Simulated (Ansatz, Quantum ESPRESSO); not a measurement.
# LiH (Fm-3m): the LO frequency by hand

Wanted: the LO mode of LiH (Fm-3m) from the TO mode and the field response.

Method: DFT LDA, scalar-relativistic, plane waves, PseudoDojo norm-conserving pseudopotentials, in Quantum ESPRESSO 7.5.

The database entry behind the starting cell differs from later determinations by our own check (the deuteride, about 0.2 % short), so it need not match the best structure at ambient conditions.

### 1. The relaxed structure

The structure is cubic, space group Fm-3m (No. 225). Conventional cell: a = 3.909 Å, b = 3.909 Å, c = 3.909 Å, α = 90.00°, β = 90.00°, γ = 90.00°. Li has 6 H at 1.95 Å nearest. Nearest to H lie 6 Li at 1.95 Å. Farther neighbours are not listed.

This is the cell after its relaxation at this level of theory, not the database cell from which that began.

### 2. What the response run gave

A linear-response run on the relaxed cell, with the response to an electric field; only its zone-centre results are used. Cutoff 74 Ry, k mesh 12×12×12.

Log:

```text
[banners, grids, parts of the stress and lines that vanish by symmetry left out]
Program PHONON v.7.5
     Reading xml data from directory:

[...]
Exchange-correlation= PW
                           (   1   4   0   0   0   0   0)
[...]
(   8 q-points):
[...]
kinetic-energy cut-off    =      74.0000  Ry
     charge density cut-off    =     296.0000  Ry
     convergence threshold     =      1.0E-18
[...]
Exchange-correlation= PW
                           (   1   4   0   0   0   0   0)
[...]
q = (   0.0000000   0.0000000   0.0000000 )
     49 Sym.Ops. (with q -> -q+G )
     G cutoff =  409.1916  (   8657 G-vectors)     FFT grid: ( 30, 30, 30)
     number of k points=    72
[...]
Mode symmetry, O_h (m-3m)  point group:
[...]
Dielectric constant
[...]
End of electric fields calculation
          Dielectric constant in cartesian axis
          (       5.009671691      -0.000000000      -0.000000000 )
          (      -0.000000000       5.009671691       0.000000000 )
          (      -0.000000000       0.000000000       5.009671691 )
          Effective charges (d Force / dE) in cartesian axis without acoustic sum rule applied (asr)
           atom    1  Li    Mean Z*:        1.02671
      Ex  (        1.02671       -0.00000       -0.00000 )
      Ey  (       -0.00000        1.02671        0.00000 )
      Ez  (       -0.00000        0.00000        1.02671 )
           atom    2  H     Mean Z*:       -1.02746
      Ex  (       -1.02746        0.00000        0.00000 )
      Ey  (        0.00000       -1.02746       -0.00000 )
      Ez  (        0.00000       -0.00000       -1.02746 )
          Effective charges Sum: Mean:       -0.00075
[...]
Effective charges (d Force / dE) in cartesian axis with asr applied:
           atom    1  Li    Mean Z*:        1.02709
[...]
atom    2  H     Mean Z*:       -1.02709
[...]
Representation #   1 modes #   1   2   3
[...]
End of self-consistent calculation
     Convergence has been achieved
     Representation #   2 modes #   4   5   6
[...]
End of self-consistent calculation
     Convergence has been achieved
[...]
Dielectric constant in cartesian axis
          (       5.009671691      -0.000000000      -0.000000000 )
          (      -0.000000000       5.009671691       0.000000000 )
          (      -0.000000000       0.000000000       5.009671691 )
          Effective charges (d Force / dE) in cartesian axis without acoustic sum rule applied (asr)
           atom    1  Li    Mean Z*:        1.02671
[...]
Mode symmetry, C_s (m)     point group:
[...]
q = (    0.750000000  -0.250000000   0.750000000 )
[...]
Mode symmetry, C_s (m)     point group:
     freq (   1-   1) =        318.9  [cm-1]   --> A''
     freq (   2-   2) =        352.9  [cm-1]   --> A'
     freq (   3-   3) =        462.7  [cm-1]   --> A'
     freq (   4-   4) =        844.0  [cm-1]   --> A''
     freq (   5-   5) =        899.0  [cm-1]   --> A'
     freq (   6-   6) =       1038.7  [cm-1]   --> A'
[...]
Mode symmetry, C_2v (mm2)  point group:
[...]
q = (    0.500000000   0.000000000   0.500000000 )
[...]
Mode symmetry, C_2v (mm2)  point group:
     freq (   1-   1) =        288.6  [cm-1]   --> B_1  D_3  S_3
     freq (   2-   2) =        344.4  [cm-1]   --> B_2  D_4  S_4
     freq (   3-   3) =        455.6  [cm-1]   --> A_1  D_1  S_1
     freq (   4-   4) =        836.8  [cm-1]   --> B_1  D_3  S_3
     freq (   5-   5) =        866.9  [cm-1]   --> B_2  D_4  S_4
     freq (   6-   6) =       1055.0  [cm-1]   --> A_1  D_1  S_1
[...]
Mode symmetry, D_4h(4/mmm) point group:
[...]
Convergence has been achieved
[...]
Convergence has been achieved
[...]
Convergence has been achieved
[...]
Convergence has been achieved
[...]
q = (    0.000000000  -1.000000000   0.000000000 )
[...]
freq (    5) =      25.816858 [THz] =     861.157680 [cm-1]
     freq (    6) =      31.405282 [THz] =    1047.567432 [cm-1]
[...]
Mode symmetry, D_4h(4/mmm) point group:
     freq (   1-   2) =        336.8  [cm-1]   --> E_u  X_5' M_5'
     freq (   3-   3) =        450.5  [cm-1]   --> A_2u X_4' M_4'
     freq (   4-   5) =        861.2  [cm-1]   --> E_u  X_5' M_5'
     freq (   6-   6) =       1047.6  [cm-1]   --> A_2u X_4' M_4'
[...]
Mode symmetry, D_2d (-42m) point group:
[...]
Representation #   1 mode #   1
[...]
Convergence has been achieved
     Representation #   2 mode #   2
[...]
Convergence has been achieved
     Representation #   3 modes #   3   4
[...]
End of self-consistent calculation
     Convergence has been achieved
     Representation #   4 modes #   5   6
[...]
End of self-consistent calculation
     Convergence has been achieved
[...]
q = (   -0.500000000  -1.000000000   0.000000000 )
[...]
freq (    1) =      11.203189 [THz] =     373.698174 [cm-1]
     freq (    2) =      12.070406 [THz] =     402.625395 [cm-1]
     freq (    3) =      12.070406 [THz] =     402.625395 [cm-1]
     freq (    4) =      27.401225 [THz] =     914.006474 [cm-1]
     freq (    5) =      28.767236 [THz] =     959.571706 [cm-1]
     freq (    6) =      28.767236 [THz] =     959.571706 [cm-1]
[...]
Mode symmetry, D_2d (-42m) point group:
     freq (   1-   1) =        373.7  [cm-1]   --> B_2  X_3  W_2
     freq (   2-   3) =        402.6  [cm-1]   --> E    X_5  W_3
     freq (   4-   4) =        914.0  [cm-1]   --> A_1  X_1  W_1
     freq (   5-   6) =        959.6  [cm-1]   --> E    X_5  W_3

   JOB DONE.
```

| quantity | value |
| --- | --- |
| cell volume Ω (Å³) | 14.936 |
| mass of Li (u) | 6.940 |
| mass of H (u) | 1.008 |
| Born charge of Li, raw (e) | 1.027 |
| Born charge of H, raw (e) | -1.028 |
| ε∞ | 5.010 |
| ω(TO) after the sum rule (cm⁻¹) | 647.5 |

### 3. The calculation

The charges must sum to zero over the cell; taking off their mean, 0.000 e, leaves Z* = 1.027 e on Li. In the polar mode Li moves against H, so the reduced mass is μ = 6.94 × 1.01 / 7.95 = 0.880 u.

A longitudinal wave builds up a field that adds to the restoring force: ω(LO)² = ω(TO)² + 4π Z*² / (μ Ω ε∞), in Hartree atomic units. With μ = 1604 electron masses and Ω = 100.79 bohr³ the second term is 1.6363e-05 Ha², or 788203 cm⁻² (1 Ha = 219474.6 cm⁻¹).

So ω(LO) = √(419269 + 788203) = 1098.9 cm⁻¹, and by the Lyddane-Sachs-Teller relation ε₀ = ε∞ (ω(LO)/ω(TO))² = 14.43.

### 4. Check against the program

The analysis program adds the same non-analytic term to the full matrix, here for q along (1 0 0).

Log:

```text
[banner, memory and clock lines left out]
Program DYNMAT v.7.5

     Reading Dynamical Matrix from file x.dyn1
     ...Force constants read
     ...epsilon and Z* read

     Polarizability (A^3 units)
     multiply by 0.427980 for Clausius-Mossotti correction
         4.765786   -0.000000   -0.000000
        -0.000000    4.765786    0.000000
        -0.000000    0.000000    4.765786

     IR activities are in (D/A)^2/amu units

# mode   [cm-1]    [THz]      IR
    1     -0.00   -0.0000    0.0000
    2     -0.00   -0.0000    0.0000
    3      0.00    0.0000    0.0000
    4    647.51   19.4118   27.6517
    5    647.51   19.4118   27.6517
    6   1098.84   32.9425   27.6517
```

ε₀ comes from the program's run without a direction of q.

| quantity | by hand | program |
| --- | --- | --- |
| ω(LO) (cm⁻¹) | 1098.9 | 1098.8 |
| ε₀ | 14.43 | 14.43 |

### 5. Results

```yaml
to_mode: 647.5 cm⁻¹
lo_mode: 1099 cm⁻¹
static_dielectric_constant: 14.43
```

In words: The LO mode of LiH (Fm-3m) lies at 1099 cm⁻¹, 451 cm⁻¹ above the TO mode; the formula meets the program within 0.1 cm⁻¹, as it must for a cubic crystal with one polar mode. ω(LO)² − ω(TO)² goes with Z*²/ε∞: an error of 5 % in ε∞ would move the LO mode by 17.2 cm⁻¹, and semilocal functionals tend to overestimate ε∞. These are harmonic values at zero temperature, at the volume of this functional, for the structure held cubic; stability elsewhere in the zone is no part of this calculation.

[Host names and launcher messages were left out of these logs when they were recorded.]

[Logs are printed without paths, hosts, clocks, repeated set-up lines and the standing remarks that a program may print on its own settings, such as how far it seeks lower states.]

[Hosts, paths, dates, database ids (printed as entryN), source tags and the programs' standing remarks are cut or masked in the printed files.]
